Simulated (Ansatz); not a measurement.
## What Sn2C (model cell, started as antifluorite) distorts into

Which phase does Sn2C (model cell, started as antifluorite) fall into along its unstable mode, and how much energy does it gain?

Program: Ansatz 0.2.0. Level of theory: DFT PBEsol, scalar-relativistic, plane waves, PAW. Results are calculated unless marked as measured.

Report form: the programs' logs are mostly left out.

The structure was built from a prototype and need not be the compound's stable phase.

### 1. The structure

The structure is cubic, space group Fm-3m (No. 225). The conventional cell has a = 6.256 Å, b = 6.256 Å, c = 6.256 Å, α = 90.00°, β = 90.00°, γ = 90.00°. Nearest to C lie 8 Sn at 2.71 Å. Nearest to Sn lie 4 C at 2.71 Å. Farther neighbours are not listed.

### 2. Phonons on a q mesh

The cell comes from relaxations at this level that are not shown. Stability and thermal properties need the whole zone. Linear response on a 4×4×4 q mesh gives force constants as far as a supercell of that size would.

Contents of input.yaml:

```yaml
crystal:
  lattice:
    - [0.0, 3.1280718686, 3.1280718686]
    - [3.1280718686, 0.0, 3.1280718686]
    - [3.1280718686, 3.1280718686, 0.0]
  atoms:
    - { symbol: C, position: [0.0, 0.0, 0.0] }
    - { symbol: Sn, position: [0.25, 0.25, 0.25] }
    - { symbol: Sn, position: [0.75, 0.75, 0.75] }
kpoints:
  mp_grid: { grid: [12, 12, 12] }
hamiltonian:
  xc: pbesol
scf:
  occupations: { method: methfessel_paxton, width: 0.2 }
output:
  eigenvalues: true
phonons:
  method: dfpt
  qmesh: [4, 4, 4]
  temperatures: { t_max: 1000, t_step: 50 }
  qpath:
    path:
      - [[0.0, 0.0, 0.0], [0.5, 0.0, 0.5], [0.625, 0.25, 0.625]]
      - [[0.375, 0.375, 0.75], [0.0, 0.0, 0.0], [0.5, 0.5, 0.5], [0.5, 0.25, 0.75], [0.5, 0.0, 0.5]]
    npoints: 10
```

On the command line:

```console
ansatz run input.yaml --threads 4 --pin off --max-ram 7168MiB --backend cpu --events-out ev --progress --plain --runs-dir out
```

It took 9.4 min on 4 threads of Arm Neoverse V2, shared host; peak memory 4.3 GiB; 37 min of CPU time.

Numbers from this step:

| Property | Result |
| --- | --- |
| volume per atom | 20.41 Å³ |
| gap on the k-mesh | 0 eV |
| sum-rule residual before enforcement | 7.52e-6 eV/Å² |
| lowest frequency on the path | -270.3 cm⁻¹ |
| point group | m-3m |
| highest frequency on the path or at a solved wavevector | 139.1 cm⁻¹ |
| highest optical mode at the zone centre (no LO-TO term) | 125.6 cm⁻¹ |
| lowest optical zone-centre mode | -89.26 cm⁻¹ |
| lowest mode on the q mesh (acoustic modes at Γ apart) | -264.9 cm⁻¹ |

Frequencies (cm⁻¹) solved at each irreducible wavevector; negative means imaginary. Frequencies by wavevector, by row:

| q in reciprocal lattice units | star | mode 1 | mode 2 | mode 3 | mode 4 | mode 5 | mode 6 | mode 7 | mode 8 | mode 9 |
| --- | --- | --- | --- | --- | --- | --- | --- | --- | --- | --- |
| 0 0 0 | 1 | -89.3 | -89.3 | -89.3 | 0 | 0 | 0 | 125.6 | 125.6 | 125.6 |
| 0 0 0.25 | 8 | -130.2 | -130.2 | -110.3 | 44.9 | 44.9 | 62.5 | 113.8 | 113.8 | 114.5 |
| 0 0 -0.5 | 4 | -263.4 | -187.8 | -187.8 | 83.1 | 83.1 | 85.4 | 89.2 | 89.2 | 102.4 |
| 0 0.25 0.25 | 6 | -174.8 | -174.8 | -153.4 | -25.3 | -25.3 | 82.2 | 99.7 | 128.8 | 128.8 |
| 0 0.25 -0.5 | 24 | -264.9 | -210.1 | -156.9 | -3.5 | 39.1 | 44.6 | 117.7 | 118.1 | 127.7 |
| 0 0.25 -0.25 | 12 | -202.8 | -167.1 | -149.4 | -38.3 | 84.4 | 84.5 | 92.1 | 95.7 | 130.8 |
| 0 -0.5 -0.5 | 3 | -236.1 | -236.1 | -189 | -50.1 | -30.6 | -30.6 | 128.1 | 128.1 | 139.1 |
| 0.25 -0.5 -0.25 | 6 | -230.2 | -224.7 | -224.7 | -56.4 | -28.9 | 84.5 | 84.5 | 134.1 | 136.9 |

Interpolated from a 4×4×4 q mesh. Phonon branches along the path, in cm⁻¹:

| point | branch 1 | branch 2 | branch 3 | branch 4 | branch 5 | branch 6 | branch 7 | branch 8 | branch 9 |
| --- | --- | --- | --- | --- | --- | --- | --- | --- | --- |
| Γ | -89 | -89 | -89 | 0 | 0 | 0 | 126 | 126 | 126 |
| halfway | -175 | -175 | -153 | -25 | -25 | 82 | 100 | 129 | 129 |
| X | -236 | -236 | -189 | -50 | -31 | -31 | 128 | 128 | 139 |
| halfway | -243 | -233 | -192 | -52 | -18 | -16 | 125 | 126 | 139 |
| U | -251 | -216 | -196 | -52 | 38 | 38 | 118 | 119 | 137 |
| jump to K | -251 | -216 | -196 | -52 | 38 | 38 | 118 | 119 | 137 |
| halfway | -144 | -137 | -135 | -28 | 71 | 80 | 101 | 103 | 127 |
| Γ | -89 | -89 | -89 | 0 | 0 | 0 | 126 | 126 | 126 |
| halfway | -130 | -130 | -110 | 45 | 45 | 62 | 114 | 114 | 114 |
| L | -263 | -188 | -188 | 83 | 83 | 85 | 89 | 89 | 102 |
| halfway | -270 | -190 | -170 | 1 | 42 | 87 | 88 | 118 | 127 |
| W | -230 | -225 | -225 | -56 | -29 | 84 | 84 | 134 | 137 |
| halfway | -241 | -234 | -198 | -54 | -29 | 38 | 116 | 130 | 139 |
| X | -236 | -236 | -189 | -50 | -31 | -31 | 128 | 128 | 139 |

Symmetry leaves 8 wavevectors to solve. The lowest mode among them, the acoustic zeros apart, lies at q = (0, 0.25, -0.5) and is imaginary, 264.9i cm⁻¹, so the energy falls along it. Between them the interpolated path dips to 270i cm⁻¹.

### 3. The mode frozen in, largest atomic shift 0 Å

The mode followed lies at q = (0, 0, -0.5) with frequency 263.4i cm⁻¹, one of the unstable modes though not the softest. At small amplitude the distorted cell has space group no. 166 by a symmetry search on the positions. The undistorted cell that holds it gives the zero of energy on the same k mesh.

System of this step: Sn2C (model cell, started as antifluorite). Symmetry: Fm-3m, No. 225, cubic system. Conventional cell: a = 6.256 Å, b = 6.256 Å, c = 6.256 Å, α = 90.00°, β = 90.00°, γ = 90.00°. C has 8 Sn at 2.71 Å nearest. Sn has 4 C at 2.71 Å nearest. Farther neighbours are not listed.

Contents of input.yaml:

```yaml
crystal:
  lattice:
    - [0.0, 3.1280718686, 3.1280718686]
    - [-3.1280718686, 3.1280718686, 0.0]
    - [-3.1280718686, -3.1280718686, 6.2561437372]
  atoms:
    - { symbol: C, position: [0.0, 0.0, 0.0] }
    - { symbol: C, position: [0.0, 0.5, 0.5] }
    - { symbol: Sn, position: [0.75, 0.625, 0.875] }
    - { symbol: Sn, position: [0.75, 0.125, 0.375] }
    - { symbol: Sn, position: [0.25, 0.875, 0.625] }
    - { symbol: Sn, position: [0.25, 0.375, 0.125] }
kpoints:
  mp_grid: { grid: [12, 12, 12] }
hamiltonian:
  xc: pbesol
scf:
  occupations: { method: methfessel_paxton, width: 0.2 }
output:
  forces: true
  stress: true
  eigenvalues: true
```

Elapsed: 13 s, on 4 threads; peak memory 0.87 GiB.

Numbers from this step:

| Property | Result |
| --- | --- |
| pressure | -0.007913 GPa |
| energy from the undistorted cell | 0 meV/atom |

The run ends at a pressure of -0.01 GPa, with forces up to 0.0075 eV/Å.

### 4. The mode frozen in, largest atomic shift 0.45 Å

The atoms are moved along the unstable eigenvector, the largest shift by 0.45 Å, with the cell fixed.

input.yaml, the sections that differ from step 3:

```yaml
crystal:
  lattice:
    - [0.0, 3.1280718686, 3.1280718686]
    - [-3.1280718686, 3.1280718686, 0.0]
    - [-3.1280718686, -3.1280718686, 6.2561437372]
  atoms:
    - { symbol: C, position: [-0.0415283971, 0.0207641985, 0.0622925956] }
    - { symbol: C, position: [0.0415283971, 0.4792358015, 0.4377074044] }
    - { symbol: Sn, position: [0.7498985044, 0.6250507478, 0.8751522434] }
    - { symbol: Sn, position: [0.7501014956, 0.1249492522, 0.3748477566] }
    - { symbol: Sn, position: [0.2501014956, 0.8749492522, 0.6248477566] }
    - { symbol: Sn, position: [0.2498985044, 0.3750507478, 0.1251522434] }
# kpoints, hamiltonian, scf, output: as in step 3
```

Run time: 14 s. Hardware: 4 threads; peak memory 0.86 GiB.

Numbers from this step:

* pressure: -0.9235 GPa
* energy from the undistorted cell: -46.64 meV/atom

The energy, extrapolated to zero smearing, is -46.64 meV/atom against the undistorted cell.

The run ends at a pressure of -0.92 GPa, with forces up to 0.84 eV/Å.

### 5. Energy along the mode, all amplitudes (two of the runs are shown above)

An imaginary frequency means negative curvature, so the energy should fall and then rise again as anharmonic terms take over.

This step gave:

```
depth at the lowest point sampled  : 46.64 meV/atom
largest atomic shift at that point : 0.45 Å
```

Energy from the parent against largest atomic shift:

| largest atomic shift (Å) | energy from the parent (meV/atom) |
| --- | --- |
| 0.000 | 0 |
| 0.040 | -0.822 |
| 0.080 | -3.26 |
| 0.140 | -9.80 |
| 0.220 | -22.6 |
| 0.320 | -39.3 |
| 0.450 | -46.6 |
| 0.600 | -9.32 |

Displacement at unit largest shift by atom:

| atom | x (Å) | y (Å) | z (Å) | size |
| --- | --- | --- | --- | --- |
| C1 | -0.577 | -0.577 | 0.577 | 0.999 |
| C2 | 0.577 | 0.577 | -0.577 | 0.999 |
| Sn3 | -0.001 | -0.001 | 0.001 | 0.002 |
| Sn4 | 0.001 | 0.001 | -0.001 | 0.002 |
| Sn5 | 0.001 | 0.001 | -0.001 | 0.002 |
| Sn6 | -0.001 | -0.001 | 0.001 | 0.002 |

The lowest of the steps tried is at 0.45 Å, 46.6 meV/atom below the parent; the bottom of the well need not coincide with a step.

### 6. Relaxation from the frozen mode

Starting from the lowest point found, all atoms and the cell are let go, so that strain and other modes of the same symmetry can join in.

input.yaml: that of step 4 with these lines changed.

```diff
@@ -22 +22,6 @@
   eigenvalues: true
+relax:
+  adjacent_minimum: "off"
+  f_tol: 0.002
+  max_steps: 120
+  cell: { stress_tol: 0.03 }
```

The job ended after 6.5 min (4 threads; peak memory 0.94 GiB).

The steps of the relaxation (22 of 27):

| step | energy less that of the first step (eV) | largest force component (eV/Å) | pressure (GPa) | volume (Å³) |
| --- | --- | --- | --- | --- |
| 1 | 0.0000 | 0.4839 | -0.92 | 122.43 |
| 2 | -0.1535 | 0.3082 | 0.28 | 118.62 |
| 3 | -0.2106 | 0.0410 | -0.30 | 120.25 |
| 5 | -0.4799 | 0.2393 | -0.36 | 121.04 |
| 6 | -0.9095 | 0.3209 | 0.19 | 119.41 |
| 7 | -1.3136 | 0.2247 | 1.47 | 116.89 |
| 8 | -1.5971 | 0.2487 | 1.51 | 116.51 |
| 10 | -1.7281 | 0.0952 | -2.15 | 118.30 |
| 11 | -1.7408 | 0.0576 | 1.75 | 114.70 |
| 12 | -1.7587 | 0.0138 | 0.21 | 116.28 |
| 13 | -1.7588 | 0.0048 | -0.03 | 116.53 |
| 15* | -2.1272 | 0.0502 | 3.07 | 116.51 |
| 16 | -2.3192 | 0.1101 | 2.71 | 117.54 |
| 17 | -2.4484 | 0.0821 | 1.50 | 120.41 |
| 18 | -2.5180 | 0.0464 | 0.52 | 123.41 |
| 20 | -2.5341 | 0.0124 | -0.03 | 126.22 |
| 21 | -2.5343 | 0.0021 | -0.02 | 126.16 |
| 22 | -2.5343 | 0.0002 | 0.00 | 126.10 |
| 23* | -2.5672 | 0.0100 | 0.20 | 126.10 |
| 25 | -2.5693 | 0.0025 | -0.03 | 127.46 |
| 26 | -2.5693 | 0.0002 | 0.00 | 127.45 |
| 27* | -2.5706 | 0.0004 | 0.00 | 127.45 |

Relaxation steps marked * repeat the geometry before them on a plane-wave basis chosen anew for their cell, so energy and pressure can jump there. Other such steps can lie between the rows shown.

The run keeps the 12 symmetry operations that it works with, so distortions that break them were not tested.

| cell as run | before | after | change |
| --- | --- | --- | --- |
| a (Å) | 4.424 | 3.638 | -17.8 % |
| b (Å) | 4.424 | 3.638 | -17.8 % |
| c (Å) | 7.662 | 11.317 | +47.7 % |
| β (°) | 73.22 | 80.75 | +10.3 % |
| volume (Å³/atom) | 20.41 | 21.24 | +4.1 % |

The atoms that moved most (Å, as changes of fractional coordinates times the final cell):

| atom | dx | dy | dz | length |
| --- | --- | --- | --- | --- |
| C2 | 0.534 | 0.534 | -0.534 | 0.925 |
| C1 | -0.534 | -0.534 | 0.534 | 0.925 |
| Sn5 | -0.127 | -0.127 | 0.127 | 0.219 |
| Sn3 | 0.127 | 0.127 | -0.127 | 0.219 |
| Sn4 | 0.043 | 0.043 | -0.043 | 0.075 |
| Sn6 | -0.043 | -0.043 | 0.043 | 0.075 |

The relaxed structure:

```cif
data_structure
_symmetry_space_group_name_H-M 'P 1'
_symmetry_Int_Tables_number 1
_cell_length_a 3.6378
_cell_length_b 3.6378
_cell_length_c 11.3171
_cell_angle_alpha 90.000
_cell_angle_beta 80.751
_cell_angle_gamma 60.000
_cell_volume 127.45
loop_
_atom_site_label
_atom_site_type_symbol
_atom_site_fract_x
_atom_site_fract_y
_atom_site_fract_z
_atom_site_occupancy
C1 C 0.90302 0.04849 0.14547 1
C2 C 0.09698 0.45151 0.35453 1
Sn3 Sn 0.76304 0.61848 0.85544 1
Sn4 Sn 0.75458 0.12271 0.36812 1
Sn5 Sn 0.23696 0.88152 0.64456 1
Sn6 Sn 0.24542 0.37729 0.13188 1
```

Numbers from this step:

| Item | Value |
| --- | --- |
| pressure | 0.003335 GPa |
| volume per atom | 21.24 Å³ |

The distorted start has space group R-3m; the relaxation ends in R-3m.

### 7. The new phase in its own primitive cell

The relaxed structure is symmetrised, reduced to its primitive cell and relaxed tightly, as its phonons need.

input.yaml, the sections that differ from step 6:

```yaml
crystal:
  lattice:
    - [1.8189150791, 1.0501511106, 11.1204939235]
    - [-1.8189150791, 1.0501511106, 11.1204939235]
    - [0.0, -2.1003022212, 11.1204939235]
  atoms:
    - { symbol: C, position: [0.2984900136, 0.2984900136, 0.2984900136] }
    - { symbol: C, position: [0.7015099864, 0.7015099864, 0.7015099864] }
    - { symbol: Sn, position: [0.8684809941, 0.8684809941, 0.8684809941] }
    - { symbol: Sn, position: [0.3727079696, 0.3727079696, 0.3727079696] }
    - { symbol: Sn, position: [0.1315190059, 0.1315190059, 0.1315190059] }
    - { symbol: Sn, position: [0.6272920304, 0.6272920304, 0.6272920304] }
relax:
  adjacent_minimum: "off"
  f_tol: 0.001
  max_steps: 60
  cell: { stress_tol: 0.01 }
# kpoints, hamiltonian, scf, output: as in step 6
```

Wall time 51 s (4 threads); peak memory 0.94 GiB; 3.4 min of CPU time.

Little changed from the start: no atom moved by 0.005 Å and no cell edge by 0.1 %.

Numbers from this step:

```
pressure        : -4.76e-4 GPa
volume per atom : 21.25 Å³
```

The largest force component left is 0.69 meV/Å and the pressure is 0.000 GPa, within the tolerances set. The cell now holds 21.25 Å³/atom.

### 8. Modes of the new phase

A relaxed structure may still be a saddle point, so its zone-centre modes are computed. No field response is asked, since the mesh shows no gap.

Contents of input.yaml:

```yaml
crystal:
  lattice:
    - [1.8188255112, 1.0500993985, 11.1251146217]
    - [-1.8188255112, 1.0500993985, 11.1251146217]
    - [0.0, -2.100198797, 11.1251146217]
  atoms:
    - { symbol: C, position: [0.2984992033, 0.2984992033, 0.2984992033] }
    - { symbol: C, position: [0.7015007967, 0.7015007967, 0.7015007967] }
    - { symbol: Sn, position: [0.8684702099, 0.8684702099, 0.8684702099] }
    - { symbol: Sn, position: [0.3726947125, 0.3726947125, 0.3726947125] }
    - { symbol: Sn, position: [0.1315297901, 0.1315297901, 0.1315297901] }
    - { symbol: Sn, position: [0.6273052875, 0.6273052875, 0.6273052875] }
kpoints:
  mp_grid: { grid: [12, 12, 12] }
hamiltonian:
  xc: pbesol
scf:
  occupations: { method: methfessel_paxton, width: 0.2 }
output:
  eigenvalues: true
phonons:
  method: dfpt
```

The job ended after 8.5 min (4 threads; peak memory 6.4 GiB).

The run was cut off at the time limit after its SCF cycle had converged; no result of it is taken.

The program's message: “Warning: RAYON_”

### 9. The phases reached

The phases reached along the modes that were followed are set side by side.

Energies are those of the first relaxation, on the mesh of the frozen mode; space group, volume and gap are those of the last relaxation. Phases, by row:

| mode frozen in | space group | energy from parent (meV/atom) | volume (Å³/atom) | gap on mesh (eV) | lowest zone-centre optical mode (cm⁻¹) | largest shift (Å) |
| --- | --- | --- | --- | --- | --- | --- |
| parent | Fm-3m | 0 | 20.41 | 0 | – | – |
| q = (0, 0, -0.5), 263i cm⁻¹ | R-3m | -475.1 | 21.25 | 0 | – | 1.618 |

### 10. Outcome

```
unstable mode of the parent                                                      : q = (0, 0, -0.5), 263i cm⁻¹
depth at the lowest point sampled                                                : 46.6 meV/atom
largest atomic shift at that point                                               : 0.45 Å
space group reached (within 0.01 Å)                                              : R-3m
energy gained over the parent (first relaxation, on the mesh of the frozen mode) : 475 meV/atom
volume per atom, phase reached                                                   : 21.2 Å³
```

In words: Along this mode the structure falls into R-3m, 475 meV/atom below the parent. At the parent's cell the well is 46.64 meV/atom deep on the steps tried, with its lowest point at a shift of 0.45 Å. Relaxing atoms and cell changes the gain by +428.49 meV/atom against the lowest step (energies at zero smearing). Most of the total comes from this relaxation. The modes of the phase reached were not computed on this path. Each path keeps the symmetry of its pattern, so a lower phase may lie along a pattern not tried. With no gap, or one that is small against the smearing, the frequencies hang on the k mesh and the smearing, most of all near Kohn anomalies. Spin-orbit coupling is left out, which can matter for the heavy elements here. The starting cell was built on a prototype and not taken from a measurement, so the phase need not exist.

[Logs are printed without paths, hosts, clocks, repeated set-up lines and the standing remarks that a program may print on its own settings, such as how far it seeks lower states.]

[Hosts, paths, dates, database ids (printed as entryN), source tags and the programs' standing remarks are cut or masked in the printed files.]
